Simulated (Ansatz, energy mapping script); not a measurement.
# Spin model of TlCrCl3 in a distorted perovskite structure from collinear orders (octahedra turned by 18°)

How strongly do the moments of TlCrCl3 in a distorted perovskite structure couple under PBEsol+U (3.32 eV)? The plan is to run several orders and fit a Heisenberg model.

Calculated with Ansatz 0.2.0; PBEsol with U = 3.32 eV on Cr d, ortho-atomic projectors; plane waves, U on orthogonalised atomic orbitals unless named otherwise, collinear spin, no spin–orbit coupling.

This is a report of a sequence of runs, with most program output left out.

## (1) The structure

It takes space group P4/mbm (No. 127, tetragonal). Conventional cell: a = 6.604 Å, b = 6.604 Å, c = 4.910 Å, α = 90.00°, β = 90.00°, γ = 90.00°. Nearest to Tl lie 4 Cl at 2.92 Å. Cr has 6 Cl at 2.45 Å nearest. Nearest to Cl lie 2 Cr at 2.45 Å. Nearest to Cl lie 2 Cr at 2.45 Å and 2 Tl at 2.92 Å. perovskite prototype, lattice guessed from radii. Farther neighbours and most contacts between anions are not listed.

This cell was built for the study (perovskite prototype, lattice guessed from radii), not taken from an experiment; the compound need not form in this structure.

The parent cell was relaxed beforehand in Ansatz under PBEsol with U = 3.15 eV on Cr d, ortho-atomic projectors, from parallel moments.

This cell differs from the relaxed one by: octahedra turned by 18°. The bonds from the magnetic cation to the anions keep their length, so the cell shrinks in the plane.

A Hubbard U penalises fractional filling of the shell. It raises the cost of virtual hops to the neighbours, so couplings that rest on such hops usually weaken.

## (2) Seed run in the crystal's own cell

A corrected shell can settle in several orbital fillings. One parallel run, with an occupation width a fifth wider than the orders use, therefore is to supply the occupation matrices.

File input.yaml:

```yaml
crystal:
  lattice:
    - [4.6694366824, 4.6694366824, 0.0]
    - [-4.6694366824, 4.6694366824, 0.0]
    - [0.0, 0.0, 4.90973628]
  atoms:
    - { symbol: Tl, position: [0.0, 0.5, 0.5] }
    - { symbol: Tl, position: [0.5, 0.0, 0.5] }
    - { symbol: Cr, position: [0.0, 0.0, 0.0], spin: 3.0 }
    - { symbol: Cr, position: [0.5, 0.5, 0.0], spin: 3.0 }
    - { symbol: Cl, position: [0.0, 0.0, 0.5] }
    - { symbol: Cl, position: [0.5, 0.5, 0.5] }
    - { symbol: Cl, position: [0.331229924, 0.168770076, 0.0] }
    - { symbol: Cl, position: [0.668770076, 0.831229924, 0.0] }
    - { symbol: Cl, position: [0.168770076, 0.668770076, 0.0] }
    - { symbol: Cl, position: [0.831229924, 0.331229924, 0.0] }
magnetization:
  spin_polarized: true
kpoints:
  mp_grid: { grid: [6, 6, 8] }
hamiltonian:
  xc: pbesol
  hubbard:
    sites: [{ species: Cr, l: d, u_eff: 3.32 }]
    projectors: ortho-atomic
scf:
  occupations: { method: fermi_dirac, width: 0.06 }
output:
  eigenvalues: true
```

Started as:

```sh
> ansatz run input.yaml --threads 4 --pin off --max-ram 8192MiB --backend cpu --events-out ev --progress --plain --runs-dir out
```

The job ended after 6.8 min (4 threads of Arm Neoverse V2, shared host; peak memory 4.4 GiB).

The run was stopped unfinished when the time set aside for it ran out, so what it printed is not taken as a result.

No matrices came of it, so the orders below start without them.

## (3) Parallel start in cell A (10 atoms)

The parallel order is the zero of energy for this cell and mesh.

File input.yaml:

```yaml
crystal:
  lattice:
    - [0.0, 0.0, 4.90973628]
    - [4.6694366824, 4.6694366824, 0.0]
    - [-4.6694366824, 4.6694366824, 0.0]
  atoms:
    - { symbol: Tl, position: [0.5, 0.0, 0.5] }
    - { symbol: Tl, position: [0.5, 0.5, 0.0] }
    - { symbol: Cr, position: [0.0, 0.0, 0.0], spin: 3.0 }
    - { symbol: Cr, position: [0.0, 0.5, 0.5], spin: 3.0 }
    - { symbol: Cl, position: [0.5, 0.0, 0.0] }
    - { symbol: Cl, position: [0.5, 0.5, 0.5] }
    - { symbol: Cl, position: [0.0, 0.331229924, 0.168770076] }
    - { symbol: Cl, position: [0.0, 0.668770076, 0.831229924] }
    - { symbol: Cl, position: [0.0, 0.168770076, 0.668770076] }
    - { symbol: Cl, position: [0.0, 0.831229924, 0.331229924] }
magnetization:
  spin_polarized: true
kpoints:
  mp_grid: { grid: [8, 5, 5] }
hamiltonian:
  xc: pbesol
  hubbard:
    sites: [{ species: Cr, l: d, u_eff: 3.32 }]
    projectors: ortho-atomic
scf:
  occupations: { method: fermi_dirac, width: 0.05 }
output:
  eigenvalues: true
```

The job ended after 6.3 min (4 threads; peak memory 3.2 GiB; 25 min of CPU time).

Spin moment in the sphere by atom:

```csv
atom,spin moment in the sphere (μB)
Tl1,0.00
Tl2,0.00
Cr3,3.54
Cr4,3.54
Cl5,-0.02
Cl6,-0.02
Cl7,-0.03
Cl8,-0.03
Cl9,-0.03
Cl10,-0.03
```

The run ends ferromagnetic.

## (4) Run 2 (compensated +−; cell A, 10 atoms)

Reversing part of the moments probes the couplings between the two sets.

Edit input.yaml of step 3 so:

```diff
@@ -9,3 +9,3 @@
     - { symbol: Cr, position: [0.0, 0.0, 0.0], spin: 3.0 }
-    - { symbol: Cr, position: [0.0, 0.5, 0.5], spin: 3.0 }
+    - { symbol: Cr, position: [0.0, 0.5, 0.5], spin: -3.0 }
     - { symbol: Cl, position: [0.5, 0.0, 0.0] }
```

Wall time 7 min (4 threads); peak memory 4.5 GiB.

The run was stopped unfinished when the time set aside for it ran out, so what it printed is not taken as a result.

## (5) The fit

Each energy difference is a sum of couplings weighted by the pairs that the order reverses. A few near shells are fitted to the differences by least squares. Energies are those extrapolated to zero occupation width, not the free energies F.

The orders that converged (zero: parallel moments in the same cell):

```csv
order,atoms,energy (meV a magnetic atom),moments (μB),moments kept as typed
parallel,10,0.00,3.54,yes
```

No pair of orders in one cell converged with its signs kept, so no coupling can be fitted.

## (6) Outcome

```json
{
  "couplings": "not obtained"
}
```

Too few runs finished in the time allowed to form a difference.

[Logs and program files are shortened in this print: banners, set-up blocks, solver, clock and traceback lines can be left out without a mark of their own.]

[Logs are printed without paths, hosts, clocks, repeated set-up lines and the standing remarks that a program may print on its own settings, such as how far it seeks lower states.]

[Hosts, paths, dates, database ids (printed as entryN), source tags and the programs' standing remarks are cut or masked in the printed files.]

[Where a cell is said to come from a database of computed structures, the database is the Materials Project.]
